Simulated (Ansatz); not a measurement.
# Phonons of ZnCo3C (Pm-3m) against volume

Does ZnCo3C (Pm-3m) expand much on heating, by its phonons?

Main program and level: Ansatz 0.2.0; DFT PBEsol, scalar-relativistic, plane waves, PAW; PAW set soft_1.

**1. The structure**

The structure is cubic, space group Pm-3m (No. 221). The conventional cell has a = 3.684 Å, b = 3.684 Å, c = 3.684 Å, α = 90.00°, β = 90.00°, γ = 90.00°. Zn has 12 Co at 2.60 Å nearest. Nearest to Co lie 2 C at 1.84 Å and 8 Co at 2.60 Å and 4 Zn at 2.60 Å. Nearest to C lie 6 Co at 1.84 Å. Farther neighbours are not listed.

**2. Phonons on a q mesh**

The cell comes from relaxations at this level that are not shown. Stability and thermal properties need the whole zone. Linear response on a 2×2×2 q mesh gives force constants as far as a supercell of that size would.

input.yaml

```yaml
crystal:
  lattice:
    - [3.6838836568, 0.0, 0.0]
    - [0.0, 3.6838836568, 0.0]
    - [0.0, 0.0, 3.6838836568]
  atoms:
    - { symbol: Zn, position: [0.0, 0.0, 0.0] }
    - { symbol: Co, position: [0.0, 0.5, 0.5], spin: 0.37 }
    - { symbol: Co, position: [0.5, 0.5, 0.0], spin: 0.37 }
    - { symbol: Co, position: [0.5, 0.0, 0.5], spin: 0.37 }
    - { symbol: C, position: [0.5, 0.5, 0.5] }
kpoints:
  mp_grid: { grid: [12, 12, 12] }
hamiltonian:
  xc: pbesol
  pseudopotentials: { kind: paw, azcp: { folder: soft_1 }, xc_functional: pbe }
scf:
  occupations: { method: gaussian, width: 0.15 }
output:
  eigenvalues: true
  populations: true
magnetization:
  spin_polarized: true
phonons:
  method: dfpt
  qmesh: [2, 2, 2]
  temperatures: { t_max: 1000, t_step: 50 }
  qpath:
    path:
      - [[0.0, 0.0, 0.0], [0.0, 0.5, 0.0], [0.5, 0.5, 0.0], [0.0, 0.0, 0.0], [0.5, 0.5, 0.5], [0.0, 0.5, 0.0]]
      - [[0.5, 0.5, 0.5], [0.5, 0.5, 0.0]]
    npoints: 10
```

On the command line:

```console
> ansatz run input.yaml --threads 4 --pin off --max-ram 10240MiB --backend cpu --events-out ev --progress --plain --runs-dir out
```

Numbers of over 12 decimals in the logs are rounded to 6 here.

The log of the run:

```text
Engine: ansatz 0.2.0, aarch64-unknown-linux-gnu
Pseudopotentials: kind: paw
Pseudopotential: Zn, paw, valence charge 12, recommended cutoff 420 eV (normal), soft_1/Zn.paw.azcp
Pseudopotential: Co, paw, valence charge 17, recommended cutoff 420 eV (normal), soft_1/Co.paw.azcp
Pseudopotential: C, paw, valence charge 4, recommended cutoff 420 eV (normal), soft_1/C.paw.azcp
Functional definition: PBEsol
  exchange = pbesol_x
  correlation = pbesol_c
Crystal: 5 atoms, lattice volume = 49.994 Å³
Basis set: ecut = 420 eV, 949 PW (Γ), exchange–correlation on 50×50×50 points (8 copies of the dense FFT grid, shifted against one another)
Bands: 41, of which v1, the nominal top of the filled ones, is band 34 counted from 1 (33 counted from 0)
Symmetry: 48 space group operations
Space group: Pm-3m (ITA 221), of the structure as read, at distance tolerance 3.7e-5 Å
Magnetic group: BNS 221.92 (UNI 1594), of the structure as read, at distance tolerance 3.7e-5 Å
k-points: 84 of 1728
Non-local potential: Zn, projectors of the file, l = 0: 2, l = 1: 2, l = 2: 3, l = 3: 1
Non-local potential: Co, projectors of the file, l = 0: 3, l = 1: 2, l = 2: 3, l = 3: 1
Non-local potential: C, projectors of the file, l = 0: 2, l = 1: 2, l = 2: 1
PAW form: soft (Blöchl's): semilocal exchange-correlation on the pseudo side does not see the compensation charge
PAW frozen core: Zn, regenerated for the run's functional, and the local potential with it (the file was generated under x = pbe(κ = 0.804, μ = 0.219515), c = pbe(β = 0.066725))
PAW frozen core: Co, regenerated for the run's functional, and the local potential with it (the file was generated under x = pbe(κ = 0.804, μ = 0.219515), c = pbe(β = 0.066725))
PAW frozen core: C, regenerated for the run's functional, and the local potential with it (the file was generated under x = pbe(κ = 0.804, μ = 0.219515), c = pbe(β = 0.066725))
PAW one-centre angular grid: Zn, 590 points (default); XC on 64 Gauss nodes
PAW one-centre angular grid: Co, 590 points (default); XC on 64 Gauss nodes
PAW one-centre angular grid: C, 110 points (default); XC on 64 Gauss nodes
Initial density: superposition of atomic densities (chi_scale 0.1, normalization cell, long waves kept (reshape's long-wave potential 0.00 eV rms))
Starting moments: Σ|m| = 1.11 μB on 3 of 5 sites
Initial wavefunctions: pseudopotential atomic-orbital guess
Functional: x = pbesol(κ = 0.804, μ = 0.123457), c = pbesol(β = 0.046)
SCF 1 converged in 14 iterations: F = -18806.935479 eV  dr2 = 1.02e-9
  greatest PAW one-centre occupation: 1.001 electrons in one spin orbital (limit 2), on the Co atom at site 2 (counted from 0), in its partial waves of l = 1
a single point of the input's cell can leave the moments in the input for a lower state (scf.lower_state_search): this run first made a single point of its cell. This run's own SCFs start from the density of the state that the single point found, with the moments in the input. The single point stayed on the moments in the input.
Initial density: read from a saved state, or passed on in memory by an earlier SCF of this step, an earlier step, the calling program or the single point that the run made first
Stability of the state it starts from, as read at its close in the collinear treatment: not read negative (Ritz values of 1 − χ₀K, real part plus size of imaginary part, from 0.71 to 1.0, by its mixing steps under the symmetry group of the SCF that read it); its run was given moments
Starting moments: Σ|m| = 1.11 μB on 3 of 5 sites; this step starts from the density that it was given
iter 1 solved again at ethr=5.66e-7 eV; its pass at ethr=3.10e-3 eV (dr2=3.79e-4 eV) is discarded
SCF iter   1: F=—  HF=-18806.935477 eV  |F-HF|=—  |Δ(HF+E_count)|=         —  Δρ=8.06e-7 (↑8.06e-7 ↓6.83e-7)  dr2=9.37e-10  dr2_m=1.02e-11  M=0.977 μB ∫|m|=1.203 μB  β_m=0.65  ethr=5.66e-7  ⟨swp⟩=3.0  Hψ=42659  notcnv=0
eigensolver tolerance schedule: the retry pair's looser diagonalisation over-reported the residual by 404715.16 of it (diagonalisation noise at an unbounded share of the residual, at the tolerance the schedule requests for it); recorded, not acted on — ethr = c·dr2/N_el stays at c = 1.0e-1
preconditioner: auto → none  [metal: Δε(μ)=0.006 eV  Ē_g=8.062 eV  σ=0.150 eV  W_gap=0.02  n_scr=6 (ndim 8)  ℏωp=34.4 eV  f_vac=0.000  D(μ)=3.58/eV (n_scr^D=32)]
SCF iter   2: F=—  HF=-18806.935479 eV  |F-HF|=—  |Δ(HF+E_count)|=   1.67e-6  Δρ=2.33e-6 (↑2.33e-6 ↓2.28e-6)  dr2=7.63e-9  dr2_m=4.10e-12  M=0.977 μB ∫|m|=1.203 μB  β_m=0.30  ethr=1.40e-12  ⟨swp⟩=4.5  Hψ=23852  notcnv=0
SCF iter   3: F=—  HF=-18806.935479 eV  |F-HF|=—  |Δ(HF+E_count)|=   2.11e-9  Δρ=9.21e-7 (↑7.57e-7 ↓9.21e-7)  dr2=9.04e-10  dr2_m=3.67e-12  M=0.977 μB ∫|m|=1.203 μB  β_m=0.55  ethr=1.40e-12  ⟨swp⟩=2.0  Hψ=11931  notcnv=0
SCF iter   4: F=—  HF=-18806.935479 eV  |F-HF|=—  |Δ(HF+E_count)|=  3.78e-10  Δρ=1.33e-6 (↑1.33e-6 ↓9.75e-7)  dr2=1.64e-9  dr2_m=1.57e-11  M=0.977 μB ∫|m|=1.203 μB  β_m=0.42  ethr=1.35e-12  ⟨swp⟩=2.1  Hψ=12620  notcnv=0
SCF iter   5: F=—  HF=-18806.935479 eV  |F-HF|=—  |Δ(HF+E_count)|=  5.13e-10  Δρ=5.69e-7 (↑5.69e-7 ↓3.42e-7)  dr2=2.70e-10  dr2_m=6.55e-12  M=0.977 μB ∫|m|=1.203 μB  β_m=0.71  ethr=1.35e-12  ⟨swp⟩=2.2  Hψ=9494  notcnv=0
SCF iter   6: F=—  HF=-18806.935479 eV  |F-HF|=—  |Δ(HF+E_count)|=  7.64e-11  Δρ=2.01e-7 (↑2.01e-7 ↓1.39e-7)  dr2=3.59e-11  dr2_m=5.13e-13  M=0.977 μB ∫|m|=1.203 μB  β_m=0.78  ethr=1.00e-12  ⟨swp⟩=1.1  Hψ=6914  notcnv=0
SCF iter   7: F=-18806.935479 eV  HF=-18806.935479 eV  |F-HF|=7.28e-12  |Δ(HF+E_count)|=  1.82e-11  Δρ=4.18e-8 (↑4.18e-8 ↓3.59e-8)  dr2=2.39e-12  dr2_m=5.17e-14  M=0.977 μB ∫|m|=1.203 μB  ethr=1.00e-12  ⟨swp⟩=4.5  Hψ=31770  notcnv=0
SCF 2 converged in 7 iterations: F = -18806.935479 eV  dr2 = 2.39e-12
  greatest PAW one-centre occupation: 1.001 electrons in one spin orbital (limit 2), on the Co atom at site 3 (counted from 0), in its partial waves of l = 1
iter 1 solved again at ethr=2.01e-6 eV; its pass at ethr=3.10e-3 eV (dr2=1.35e-3 eV) is discarded
SCF iter   1: F=—  HF=-18806.935474 eV  |F-HF|=—  |Δ(HF+E_count)|=         —  Δρ=1.79e-6 (↑1.77e-6 ↓1.79e-6)  dr2=3.59e-9  dr2_m=2.93e-12  M=0.977 μB ∫|m|=1.203 μB  β_m=0.30  ethr=2.01e-6  ⟨swp⟩=2.6  Hψ=39990  notcnv=0
eigensolver tolerance schedule: the retry pair's looser diagonalisation over-reported the residual by 375391.75 of it (diagonalisation noise at an unbounded share of the residual, at the tolerance the schedule requests for it); recorded, not acted on — ethr = c·dr2/N_el stays at c = 1.0e-1
preconditioner: auto → Kerker (q_TF=auto, 2.865 Å⁻¹)  [metal: Δε(μ)=0.006 eV  Ē_g=8.062 eV  σ=0.150 eV  W_gap=0.02  n_scr=18 (ndim 8)  ℏωp=34.4 eV  f_vac=0.000  D(μ)=3.58/eV (n_scr^D=32)]
spin=Collinear: Kerker preconditioning applied to the charge; magnetization (m = ρ↑ − ρ↓) channel mixes plain (no charge-response kernel on spin).
SCF iter   2: F=—  HF=-18806.935479 eV  |F-HF|=—  |Δ(HF+E_count)|=   4.84e-6  Δρ=1.91e-6 (↑1.91e-6 ↓1.86e-6)  dr2=4.46e-9  dr2_m=8.94e-13  M=0.977 μB ∫|m|=1.203 μB  β_m=0.24  ethr=5.36e-12  ⟨swp⟩=4.4  Hψ=23418  notcnv=0
SCF iter   3: F=—  HF=-18806.935479 eV  |F-HF|=—  |Δ(HF+E_count)|=  8.08e-10  Δρ=7.80e-7 (↑7.80e-7 ↓7.74e-7)  dr2=7.74e-10  dr2_m=1.36e-13  M=0.977 μB ∫|m|=1.203 μB  β_m=0.30  ethr=5.36e-12  ⟨swp⟩=2.5  Hψ=9305  notcnv=0
SCF iter   4: F=—  HF=-18806.935479 eV  |F-HF|=—  |Δ(HF+E_count)|=  1.64e-10  Δρ=2.48e-7 (↑2.39e-7 ↓2.48e-7)  dr2=7.39e-11  dr2_m=6.28e-14  M=0.977 μB ∫|m|=1.203 μB  β_m=0.35  ethr=1.16e-12  ⟨swp⟩=2.1  Hψ=9178  notcnv=0
SCF iter   5: F=—  HF=-18806.935479 eV  |F-HF|=—  |Δ(HF+E_count)|=  3.64e-12  Δρ=2.00e-7 (↑1.92e-7 ↓2.00e-7)  dr2=4.46e-11  dr2_m=4.76e-14  M=0.977 μB ∫|m|=1.203 μB  β_m=0.35  ethr=1.00e-12  ⟨swp⟩=1.0  Hψ=6888  notcnv=0
SCF iter   6: F=—  HF=-18806.935479 eV  |F-HF|=—  |Δ(HF+E_count)|=    0.00e0  Δρ=1.59e-7 (↑1.51e-7 ↓1.59e-7)  dr2=2.72e-11  dr2_m=3.31e-14  M=0.977 μB ∫|m|=1.203 μB  β_m=0.68  ethr=1.00e-12  ⟨swp⟩=1.0  Hψ=6888  notcnv=0
SCF iter   7: F=—  HF=-18806.935479 eV  |F-HF|=—  |Δ(HF+E_count)|=  3.64e-12  Δρ=1.06e-7 (↑9.96e-8 ↓1.06e-7)  dr2=1.18e-11  dr2_m=1.73e-14  M=0.977 μB ∫|m|=1.203 μB  β_m=0.84  ethr=1.00e-12  ⟨swp⟩=1.0  Hψ=6888  notcnv=0
SCF iter   8: F=—  HF=-18806.935479 eV  |F-HF|=—  |Δ(HF+E_count)|=  3.64e-12  Δρ=1.01e-7 (↑9.51e-8 ↓1.01e-7)  dr2=1.10e-11  dr2_m=1.52e-14  M=0.977 μB ∫|m|=1.203 μB  β_m=0.66  ethr=1.00e-12  ⟨swp⟩=2.4  Hψ=11879  notcnv=0
SCF iter   9: F=-18806.935479 eV  HF=-18806.935479 eV  |F-HF|=1.09e-11  |Δ(HF+E_count)|=  3.64e-12  Δρ=8.03e-8 (↑7.57e-8 ↓8.03e-8)  dr2=6.88e-12  dr2_m=1.07e-14  M=0.977 μB ∫|m|=1.203 μB  ethr=1.00e-12  ⟨swp⟩=1.0  Hψ=14462  notcnv=0
SCF 3 converged in 9 iterations: F = -18806.935479 eV  dr2 = 6.88e-12
  greatest PAW one-centre occupation: 1.001 electrons in one spin orbital (limit 2), on the Co atom at site 1 (counted from 0), in its partial waves of l = 1
phonons: the bands overlap, so this run is a metal and interpolates without the dipole-dipole term. If the crystal is really an insulator or semiconductor, its LO-TO splitting is missing
NSCF: frozen V_eff on 84 k-points
NSCF: frozen V_eff on 343 k-points
DFPT response loops at q = (0, 0, 0) (fractional): preconditioner auto → Kerker (q_TF=auto, 2.865 Å⁻¹) (partly filled bands, converged f_vac=0.000); β = 1.00, the filter's whole step (`scf.mixing.beta` (0.30) is not read by the response loops under this deck's `scf.mixing.preconditioner`; to damp them name `kerker` or `kerker_dos`, under which they read `scf.mixing.beta`, and type it under 1.00, their step now; both keys bind the ground state too); Broyden in place of MSR1
NSCF: frozen V_eff on 686 k-points
DFPT response loops at q = (0, 0, -0.5) (fractional): mixed as the last ones told, above
NSCF: frozen V_eff on 686 k-points
DFPT response loops at q = (0, -0.5, -0.5) (fractional): mixed as the last ones told, above
NSCF: frozen V_eff on 686 k-points
DFPT response loops at q = (-0.5, -0.5, -0.5) (fractional): mixed as the last ones told, above
SCF converged after 7 iterations
Magnetization: 0.9769 μB (33.9885 up, 33.0115 down)
Absolute magnetization: 1.2030 μB (∫|ρ↑−ρ↓|, with the PAW one-centre terms)
Spin contamination: 0.0100 ħ² per cell (⟨S²⟩ above its minimum at these occupations)
Per-site moments (μB) at R_I (Å): [(-0.019461, 1.074521), (0.338933, 0.759801004215), (0.338933, 0.759801004215), (0.338933, 0.759801004215), (-0.031465, 0.759801004215)]
Free energy (F): -18806.935479 eV
Harris-Foulkes:  -18806.935479 eV  (|F-HF|=7.28e-12)
Internal energy: -18806.895251 eV  (E = F + TS)
E sigma→0 (E₀):  -18806.915365 eV
Entropy (-TS):   -0.040228 eV (-8.046 meV/atom)
Fermi energy:    16.763686 eV
--- Per-component energies (eV) ---
  E_band       = -666.303270
  E_kinetic    = 1122.073641
  E_local      = -10259.644933  (includes V_loc(G=0)·N_el)
  E_nonlocal   = 2160.185130
  E_hartree    = 4441.369020
  E_xc         = -403.239707
  E_vxc        = -469.407295  (∫ρ·V_xc dr)
  E_paw        = -6579.453470  (= ΣΔE_a)
  E_vpaw       = -2102.247581  (= ΣTr[D̂ρ^β])
  E_aug_tail   = -0.000198  (compensation charges beyond the density's cutoff)
  E_ewald      = -9289.568450
  E_core_change = 1.383715  (= ΣΔE_core)
  E_smearing   = -0.040228  (= −TS)
  E_closure    = -0.000000  (closes the sum)
  Σ components = -18806.935479   (vs F -18806.935479, Δ=0.00e0)
--- Band table (eV; the first three rows and the last of 168) ---
  k-point 0 ↑: bands = [... 30 lower, 16.0192, 16.0192, 16.5922, 16.5922, 16.5922, 16.7958, 20.7475, 21.7022, ... 3 higher]
  k-point 1 ↑: bands = [... 30 lower, 16.0009, 16.0077, 16.5923, 16.6423, 16.6423, 16.7645, 20.6784, 21.5832, ... 3 higher]
  k-point 2 ↑: bands = [... 30 lower, 15.9453, 15.9762, 16.5925, 16.6720, 16.7955, 16.7955, 20.5692, 21.4336, ... 3 higher]
  k-point 83 ↓: bands = [... 30 lower, 15.3607, 16.5868, 16.5868, 17.0905, 17.0905, 17.0905, 19.5478, 19.5478, ... 3 higher]
--- Phonons (Γ-DFPT): 4 representative perturbations + reference (Σ response iterations 13) ---
  ASR residual: 7.142e-5 → 0.000e0 eV/Å²; symmetrization residual: 2.979e-6 eV/Å²
  ASR residual per site (eV/Å²): 2.21e-5 1.01e-5 1.01e-5 1.01e-5 7.14e-5
  Γ frequencies (cm⁻¹): 0.00 0.00 0.00 165.63 165.63 165.63 185.41 185.41 185.41 212.08 212.08 212.08 651.17 651.17 651.17
--- Phonons (arbitrary-q DFPT): 4 irreducible q on the 2×2×2 mesh ---
  q = [0.0000, 0.0000, 0.0000] (star 1, of the zone-centre solve; hermiticity 2.53e-7, symmetrization 4.93e-13): -0.00 -0.00 0.00 165.63 165.63 165.63 185.41 185.41 185.41 212.08 212.08 212.08 651.17 651.17 651.17
  q = [0.0000, 0.0000, -0.5000] (star 3, 9 solved perturbations in 2646 linear systems a pass and spin channel, the states on 343 of 1728 k-point pairs; hermiticity 1.94e-7, symmetrization 6.63e-13): 130.55 130.55 130.92 130.92 170.21 173.76 178.33 199.94 199.94 201.71 201.71 343.37 648.31 648.31 783.31
  q = [0.0000, -0.5000, -0.5000] (star 3, 9 solved perturbations in 2646 linear systems a pass and spin channel, the states on 343 of 1728 k-point pairs; hermiticity 2.17e-7, symmetrization 4.17e-13): 93.08 133.42 133.42 164.75 169.24 169.24 191.06 202.62 202.62 215.10 301.14 396.29 648.43 786.87 786.87
  q = [-0.5000, -0.5000, -0.5000] (star 1, 4 solved perturbations in 931 linear systems a pass and spin channel, the states on 343 of 1728 k-point pairs; hermiticity 1.99e-7, symmetrization 1.67e-12): 100.94 100.94 100.94 129.65 129.65 129.65 233.92 233.92 233.92 307.44 307.44 435.56 794.98 794.98 794.98
  sum rule: each row above includes the acoustic sum rule's correction from the zone centre's row sums; it moved no ω² by more than (1.27 cm⁻¹)²
  mesh force constants: q→R imaginary residual 3.26e-18; ASR residual 7.142e-5 → 0.000e0 eV/Å²; symmetrization residual 1.421e-14 eV/Å²
  interpolated dispersion: 62 rows × 15 modes
  density of states and harmonic sums: on the 18×18×18 q-mesh, interpolated from the force constants of a 2×2×2 supercell (no non-analytic term)
  largest difference from the sums on the solved wave vectors: F 4.95e-2 eV, S 8.18e-5 and C_V 3.22e-5 eV/K
  zero-point energy: 0.275794 eV/cell   skipped modes (ω ≤ 0): 3   left out of the sums: 3.43e-5 of the cell's modes: C_V's classical limit lies that fraction below 3 k_B per atom; for a crystal, a wire or a layer, F and S can be off by more, and a phonons.interpolated_qmesh denser along its periods is the remedy for the sampling
--- Löwdin populations: 5 sites ---
  site symbol       q [e]    m [muB]
     0     Zn     11.0463    -0.0068
     1     Co     16.6777     0.3613
     2     Co     16.6777     0.3613
     3     Co     16.6777     0.3613
     4      C      4.9833    -0.0523
  spilling = 0.013991 (of n_electrons = 67.000000)
```

Wall time 19 min (4 threads of Arm Neoverse V1, shared host); peak memory 4 GiB; 74 min of CPU time.

The column dr2 measures how far the density is from self-consistency, as an energy; F and HF (Harris–Foulkes) agree once it is small.

Numbers from this step:

- magnetization: 0.9769 μB
- absolute magnetization: 1.203 μB
- site moments: -0.01946, 0.3389, 0.3389, 0.3389, -0.03147 μB
- volume per atom: 9.999 Å³
- gap on the k-mesh: 0 eV
- sum-rule residual before enforcement: 7.14e-5 eV/Å²
- lowest frequency on the path: 0 cm⁻¹
- point group: m-3m
- highest frequency on the path or at a solved wavevector: 795 cm⁻¹
- mean frequency: 296.6 cm⁻¹
- Debye temperature (second moment): 687 K
- logarithmic mean frequency: 236.9 cm⁻¹
- highest optical mode at the zone centre (no LO-TO term): 651.2 cm⁻¹
- lowest optical zone-centre mode: 165.6 cm⁻¹
- lowest mode on the q mesh (acoustic modes at Γ apart): 93.08 cm⁻¹
- zero-point energy per atom: 55.16 meV

Frequencies (cm⁻¹) solved at each irreducible wavevector; negative means imaginary. Frequencies by wavevector, by row:

```csv
q in reciprocal lattice units,star,mode 1,mode 2,mode 3,mode 4,mode 13,mode 14,mode 15
0 0 0,1,0,0,0,165.6,651.2,651.2,651.2
0 0 -0.5,3,130.6,130.6,130.9,130.9,648.3,648.3,783.3
0 -0.5 -0.5,3,93.1,133.4,133.4,164.8,648.4,786.9,786.9
-0.5 -0.5 -0.5,1,100.9,100.9,100.9,129.7,795,795,795
```

Symmetry leaves 4 wavevectors to solve. The lowest mode among them, the acoustic zeros apart, lies at q = (0, -0.5, -0.5) and is real, 93.1 cm⁻¹.

**3. Relaxing at another volume, volume ratio 0.97**

The volume is scaled by 0.97 and held; symmetry leaves nothing to relax, so this is a single point. The modes can then be followed against volume.

input.yaml, the sections that differ from step 2:

```yaml
crystal:
  lattice:
    - [3.6466701665, 0.0, 0.0]
    - [0.0, 3.6466701665, 0.0]
    - [0.0, 0.0, 3.6466701665]
  atoms:
    - { symbol: Zn, position: [0.0, 0.0, 0.0] }
    - { symbol: Co, position: [0.0, 0.5, 0.5], spin: 0.37 }
    - { symbol: Co, position: [0.5, 0.5, 0.0], spin: 0.37 }
    - { symbol: Co, position: [0.5, 0.0, 0.5], spin: 0.37 }
    - { symbol: C, position: [0.5, 0.5, 0.5] }
output:
  forces: true
  stress: true
  eigenvalues: true
  populations: true
# kpoints, hamiltonian, scf, magnetization: as in step 2
# phonons: removed
```

The log of the run:

```text
[...]
Crystal: 5 atoms, lattice volume = 48.494 Å³
Basis set: ecut = 420 eV, 949 PW (Γ), exchange–correlation on 50×50×50 points (8 copies of the dense FFT grid, shifted against one another)
Bands: 41, of which v1, the nominal top of the filled ones, is band 34 counted from 1 (33 counted from 0)
Symmetry: 48 space group operations
[...]
k-point 83 ↓: bands = [... 30 lower, 15.9294, 17.2177, 17.2177, 17.7342, 17.7342, 17.7342, 20.3188, 20.3188, ... 3 higher]
--- Löwdin populations: 5 sites ---
  site symbol       q [e]    m [muB]
     0     Zn     11.0374    -0.0058
     1     Co     16.6836     0.3405
     2     Co     16.6836     0.3405
     3     Co     16.6836     0.3405
     4      C      4.9778    -0.0482
  spilling = 0.013941 (of n_electrons = 67.000000)
[key lines of the parts left out:]
SCF converged after 14 iterations
Magnetization: 0.9240 μB (33.9620 up, 33.0380 down)
Free energy (F): -18806.898888 eV
Fermi energy:    17.405582 eV
P = ⅓ Tr σ = 8.0409 GPa (80.409 kbar)
```

Wall time 11 s (4 threads); peak memory 0.58 GiB.

Numbers from this step:

* magnetization: 0.9240 μB
* absolute magnetization: 1.130 μB
* site moments: -0.01762, 0.3184, 0.3184, 0.3184, -0.02885 μB
* pressure: 8.041 GPa
* volume per atom: 9.699 Å³

The cell carries a net spin moment of 0.92 μB and an absolute one of 1.13 μB.

[end of part 1 of 2]

[Logs are printed without paths, hosts, clocks, repeated set-up lines and the standing remarks that a program may print on its own settings, such as how far it seeks lower states.]

[Hosts, paths, dates, database ids (printed as entryN), source tags and the programs' standing remarks are cut or masked in the printed files.]
